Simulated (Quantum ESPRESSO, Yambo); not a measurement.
Four G0W0 runs on WSe2 (P6_3/mmc).

The database entry behind the starting cell differs from later determinations by our own check (a about 0.2 % long), so it need not match the best structure at ambient conditions.

The structure is hexagonal, space group P6_3/mmc (No. 194). Conventional cell: a = 3.290 Å, b = 3.290 Å, c = 12.970 Å, α = 90.00°, β = 90.00°, γ = 120.00°. Nearest to W lie 6 Se at 2.53 Å. Nearest to Se lie 3 W at 2.53 Å. Farther neighbours and most contacts between anions are not listed.

```xyz
6
Lattice="3.2900 0.0000 0.0000 -1.6450 2.8492 0.0000 0.0000 0.0000 12.9700" Properties=species:S:1:pos:R:3 pbc="T T T"
W     0.0000    1.8995    3.2425
W     1.6450    0.9497    9.7275
Se    0.0000    1.8995    8.0544
Se    1.6450    0.9497    1.5694
Se    0.0000    1.8995   11.4006
Se    1.6450    0.9497    4.9156
```

The cell and positions come from the Crystallography Open Database and are kept as given unless a step says otherwise. Spin-orbit coupling is left out unless a run names it.

Program: Yambo 5.3.0; PBE start, 6×6×1 mesh, Godby-Needs plasmon pole.

```
bands  screening cutoff (eV)  gap on the mesh (eV)
  121                   88.4                 1.171
  297                   88.4                 1.209
  121                  149.7                 1.192
```

Question: If the two steps added up, what gap would 297 bands at 149.7 eV give? Do they add up?

From the first row, the second adds +0.038 eV and the third +0.021 eV, so the sum predicts 1.171 +0.038 +0.021 = 1.230 eV. The run gave 1.229 eV, −0.001 eV from that. The steps nearly add up here.

Limits: not at the basis limit; no spin-orbit coupling; coarse k mesh.

[Paths, hosts, dates, memory and timing lines, banners, echoed tables and standing remarks are left out of the program output.]

[Logs are printed without paths, hosts, clocks, repeated set-up lines and the standing remarks that a program may print on its own settings, such as how far it seeks lower states.]

[Runs of the session that timed out or met a known fault of the program may be left out.]

[Hosts, paths, dates, database ids (printed as entryN), source tags and the programs' standing remarks are cut or masked in the printed files.]
